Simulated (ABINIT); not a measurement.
# Calculated records

```
MgS (Niningerite): G0W0 with ABINIT, start to end
1.0
     0.00000    2.60165    2.60165
     2.60165    0.00000    2.60165
     2.60165    2.60165    0.00000
Mg S
1 1
Direct
  0.00000 0.00000 0.00000
  0.50000 0.50000 0.50000
# method: RPA screening on LDA, plane waves, norm-conserving pseudopotentials (and 2 further levels or steps)
# program: ABINIT 10.8.3
# settings: cutoff 38 Ha, PseudoDojo scalar-relativistic 0.4.1 standard, norm-conserving, ngkpt (4, 4, 4), nband 50, ecuteps 4.8 Ha, inclvkb 2, shiftk (0, 0, 0), symchi 1, awtr 1, frequency ppm, 4×4×4 k-mesh
# cost: 5 runs, 26 s in all on 4 MPI ranks of Arm Neoverse V2, shared host
# notes: The cell and positions come from the Crystallography Open Database and are kept as given unless a step says otherwise. The 4×4×4 mesh is coarse for this cell, which bears on the long-range parts of exchange and screening.
# LDA gap: 2.56 eV, indirect
# G0W0 gap on the mesh: 4.29 eV
# GW settings: 4×4×4 mesh, 50 bands, screening to 130.6 eV, Godby-Needs plasmon pole
# known limits: short of the basis limit; coarse k mesh
```

[Long decimals in the printed logs are rounded to 6 places.]

[Logs are printed without paths, hosts, clocks, repeated set-up lines and the standing remarks that a program may print on its own settings, such as how far it seeks lower states.]

[Paths, hosts, dates, memory and timing lines, banners, echoed tables and standing remarks are left out of the program output; an Ansatz launch command may be rebuilt from the run's recorded settings. Measured values are a selection of at most five: reports struck by readers or far from the other reports are left out. None is set beside runs whose start may be inverted or whose files or cutoffs have a known fault.]

[Runs of the session that timed out or met a known fault of the program may be left out.]

[Hosts, paths, dates, database ids (printed as entryN), source tags and the programs' standing remarks are cut or masked in the printed files.]

[G0W0 gaps are taken among the corrected bands and points alone; a level outside them can change the order at an edge.]

[Where Ansatz stands beside ABINIT at settings called matched, ABINIT's density can come from a denser mesh and the files from another edition; pairs whose starting gaps differed by over 0.03 eV were left out, so agreement reads better than it is.]
